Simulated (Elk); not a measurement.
# Collinear magnetic orders of Fe with Elk, part 2 of 2

A self-consistent run ends on one state, which hangs on the start. Several orders of Fe are started in Elk and their energies compared.

Elk 11.2.3 (patched build); PBE; all-electron APW+lo, Dirac cores, scalar-relativistic bands.

So far, largest spin moment in the muffin-tin sphere (μB): step 2 (run 1 (ferro +)) 2.29; step 3 (order 2, typed as antiferro q=(1/2,1/2,1/2) +-) 1.64.

The database entry behind the starting cell differs from later determinations by our own check (about 0.2 % short), so it need not match the best structure at ambient conditions.

## (4) Start 3: antiferro q=(0,0,1/2) +-

Another pattern of signs weighs the neighbour shells otherwise.

This order needs a doubled cell of 2 atoms. Its mesh is chosen so that both cells sample the same points.

Input file elk.in:

```
tasks
  0

xctype
  20

rgkmax
  7.0

nempty
  12

swidth
  0.001837

reducebf
  0.5

epsengy
  1e-05

maxscl
  100

lmaxi
  3

spinpol
  .true.

sppath
  './'

avec
  -2.70276189248 2.70276189248 2.70276189248
  2.70276189248 -2.70276189248 2.70276189248
  5.40552378497 5.40552378497 -5.40552378497

atoms
  1
  'Fe.in'
  2
  0.0000000000 0.0000000000 0.0000000000   0.000000 0.000000 -0.140000
  0.0000000000 0.0000000000 0.5000000000   0.000000 0.000000 0.140000

ngridk
  16 16 8
```

Launch:

```bash
OMP_NUM_THREADS=2 elk
```

Numbers of over 12 decimals in the logs are rounded to 6 here.

The program printed:

```text
┌─────────────────────────┐
│ Elk code version 11.2.3 │
└─────────────────────────┘

All units are atomic (Hartree, Bohr, etc.)

┌─────────────────────────────────────────────────┐
│ Ground-state run starting from atomic densities │
└─────────────────────────────────────────────────┘

Lattice vectors :
  -2.702761892       2.702761892       2.702761892
   2.702761892      -2.702761892       2.702761892
   5.405523785       5.405523785      -5.405523785

Species : 1 (Fe)
 muffin-tin radius :    2.315660459
[...]
atom 2                    :    24.93679579     ( -0.2237495860E-06)
 total in muffin-tins        :    49.87359159
 total calculated charge     :    52.00038718
 total charge                :    52.00000000
 error                       :   0.3871751157E-03

Moments :
 interstitial                :   0.2117489974E-18
 muffin-tins
  species : 1 (Fe)
   atom 1                    :    2.048696123
   atom 2                    :   -2.048696123
 total in muffin-tins        :  -0.8881784197E-15
 total moment                :  -0.8879666707E-15

┌──────────────────────────────┐
│ Self-consistent loop stopped │
└──────────────────────────────┘

Wrote STATE.OUT

[key lines of the parts left out:]
total energy                :     -2545.5841978790
```

Run time: 23 min. Hardware: 2 threads of Intel Xeon Platinum 8488C (Sapphire Rapids), shared host; peak memory 0.23 GiB.

Spin moment in the muffin-tin sphere by atom:

| atom | spin moment in the muffin-tin sphere (μB) |
| --- | --- |
| Fe1 | 2.05 |
| Fe2 | -2.05 |

This step gave:

* density of states at the Fermi level: 3.352 states/eV/cell
* moment between the spheres: 0 μB
* magnetization: 0 μB
* final state: antiferromagnetic

It lies 210 meV a seeded atom over the first start, and its largest moment is 2.05 μB against 2.29 μB.

## (5) Order 4, typed as no spin polarisation

A run without seeds gives the energy of the state without moments.

Input file elk.in:

```
tasks
  0

xctype
  20

rgkmax
  7.0

nempty
  12

swidth
  0.001837

epsengy
  1e-05

maxscl
  100

lmaxi
  3

sppath
  './'

avec
  -2.70276189248 2.70276189248 2.70276189248
  2.70276189248 -2.70276189248 2.70276189248
  2.70276189248 2.70276189248 -2.70276189248

atoms
  1
  'Fe.in'
  1
  0.0000000000 0.0000000000 0.0000000000   0.000000 0.000000 0.000000

ngridk
  16 16 16
```

Launch:

```bash
OMP_NUM_THREADS=2 elk
```

The program printed:

```text
┌─────────────────────────┐
│ Elk code version 11.2.3 │
└─────────────────────────┘

All units are atomic (Hartree, Bohr, etc.)

┌─────────────────────────────────────────────────┐
│ Ground-state run starting from atomic densities │
└─────────────────────────────────────────────────┘

Lattice vectors :
  -2.702761892       2.702761892       2.702761892
   2.702761892      -2.702761892       2.702761892
   2.702761892       2.702761892      -2.702761892

Species : 1 (Fe)
 muffin-tin radius :    2.315660459
[...]
Estimated direct band gap   :   0.2045620177E-02
 at k-point 39

Charges :
 core                        :    10.00000000
 valence                     :    16.00000000
 interstitial                :    1.060093101
 muffin-tins (core leakage)
  species : 1 (Fe)
   atom 1                    :    24.93990690     ( -0.2237497245E-06)
 total in muffin-tins        :    24.93990690
 total calculated charge     :    26.00020346
 total charge                :    26.00000000
 error                       :   0.2034594992E-03

┌──────────────────────────────┐
│ Self-consistent loop stopped │
└──────────────────────────────┘

Wrote STATE.OUT

[key lines of the parts left out:]
total energy                :     -1272.7798764485
```

The job ended after 7.8 s (2 threads; peak memory 0.05 GiB).

Numbers from this step:

- density of states at the Fermi level: 3.923 states/eV/cell
- final state: non-magnetic (no spin polarisation)

It lies 542 meV a seeded atom over the first start.

## (6) The states side by side

These are free energies at a smearing of 0.05 eV, so its entropy term is in the differences. They are divided by the number of seeded atoms, so that cells of unlike size compare. Wavevectors q in the names are fractions of the reciprocal vectors of the first run's cell.

Orders:

```
                       start        final state  typed order kept  energy over the lowest (meV a seeded atom)  largest sphere moment (μB)  net moment (μB a primitive cell)  DOS at the Fermi level (states/eV a primitive cell)  mesh matched  CPU time (s)
                     ferro +      ferromagnetic               yes                                           0                       2.292                             2.247                                                1.019           yes         241.7
antiferro q=(1/2,1/2,1/2) +-  antiferromagnetic               yes                                       444.4                       1.644                                 0                                                2.365           yes         840.5
    antiferro q=(0,0,1/2) +-  antiferromagnetic               yes                                       209.7                       2.049                                 0                                                1.676           yes          2696
        no spin polarisation       non-magnetic                 -                                       542.3                           0                                 0                                                3.923           yes         13.94
```

## (7) Summary of results

```json
{"lowest state found": "ferromagnetic (typed ferro +)", "largest site moment": "2.29 μB", "next state": "antiferromagnetic, 210 meV a seeded atom higher", "energy gained by spin polarisation": "542 meV a seeded atom"}
```

The lowest state found is ferromagnetic, reached from the start ferro +, with moments up to 2.29 μB. The next state costs 210 meV a seeded atom. This is the lowest of 4 finished starts, no proof of the ground state.

[Logs and program files are shortened in this print: banners, set-up blocks, solver, clock and traceback lines can be left out without a mark of their own.]

[Logs are printed without paths, hosts, clocks, repeated set-up lines and the standing remarks that a program may print on its own settings, such as how far it seeks lower states.]

[Hosts, paths, dates, database ids (printed as entryN), source tags and the programs' standing remarks are cut or masked in the printed files.]

[Where a cell is said to come from a database of computed structures, the database is the Materials Project.]
